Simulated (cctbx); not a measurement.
# Lattice, Laue class and space group of a new crystal

Cell: a = 6.6090 Å, b = 4.2580 Å, c = 7.3310 Å, α = 90.00°, β = 90.00°, γ = 90.00°. Expected content of the cell: Gd4 Ni4 Fe4.

The data are simulated with cctbx, not measured: Mo Kα, λ = 0.71073 Å, to d = 0.75 Å, 50 % of the full sphere, strongest reflection 20000 counts, noise from counting, a 1.5 % proportional error and a noise floor of 2 counts (s.d.); no absorption.

A first pass over the reflections prints:

```text
1045 reflections to d = 0.750 A
centring   violations  <I/sigma> of those
    A        403 of   513     22.6
    B        419 of   518     23.7
    C        404 of   511     23.9
    I        382 of   522     18.3
    R        577 of   687     24.9
    F        613 of   771     23.4
Laue class    unique    Rint  (classes that these axes allow; Friedel mates merged)
P -1              792   0.014
P 1 2/m 1         525   0.014
P 1 1 2/m         516   0.014
P 2/m 1 1         521   0.014
P m m m           328   0.016
space group    extra absences  I>4sigma  <I/sigma>
P 2 2 2                 0          0         -  acentric
P 2 2 21                5          0       0.3  acentric
P 21 2 2                5          0       1.2  acentric
P 2 21 2                3          0       0.0  acentric
P 21 21 2               8          0       0.7  acentric
P 2 21 21               8          0       0.2  acentric
P 21 2 21              10          0       0.7  acentric
P 21 21 21             13          0       0.6  acentric
P m m 2                 0          0         -  acentric
P 2 m m                 0          0         -  acentric
P m 2 m                 0          0         -  acentric
P 21 m a               41          0       0.3  acentric
P m 2 a                41          0       0.3  acentric
P n m 21               41          0      -0.1  acentric
P n 21 m               41          0      -0.1  acentric
P n 21 a               82          0       0.1  acentric
P m m m                 0          0         -  centric
P m m a                41          0       0.3  centric
P n m m :1             41          0      -0.1  centric
P n m m :2             41          0      -0.1  centric
P n m a                82          0       0.1  centric
Wilson B = 0.56 A^2   <|E^2-1|> = 0.855 (0.968 centric, 0.736 acentric)   E^2>4: 2.0 %
shell (A)         n   <I/sigma>
 4.91 - 1.49     50     42.8
 1.49 - 1.19     44     44.1
 1.19 - 1.04     40     38.5
 1.04 - 0.94     41     41.6
 0.94 - 0.88     37     33.5
 0.88 - 0.83     35     39.3
 0.83 - 0.78     44     33.7
 0.78 - 0.75     37     33.7
```

**Question.** What are the lattice type, the Laue class and the likely space group?

Every centring test has many violations, so the lattice is primitive.

Rint stays low (0.014 to 0.016) up to P m m m, the highest class in these axes.

21 settings pass the absence test. The most absences obeyed, 82, belong to P n 21 a and P n m a, which absences can't tell apart.

⟨|E²−1|⟩ = 0.855 lies between the two ideal values. The Wilson B of 0.56 Å² means U ≈ 0.0071 Å².

The true group is Pnma (no. 62), Laue class mmm, centrosymmetric. The tables only narrow the choice to the tied entries; cell content, site symmetry and trial solutions must settle it.

The model was made for the exercise: a known structure type with other elements put in, its volume estimated, not relaxed; displacement parameters are assumed.

[Logs are printed without paths, hosts, clocks, repeated set-up lines and the standing remarks that a program may print on its own settings, such as how far it seeks lower states.]
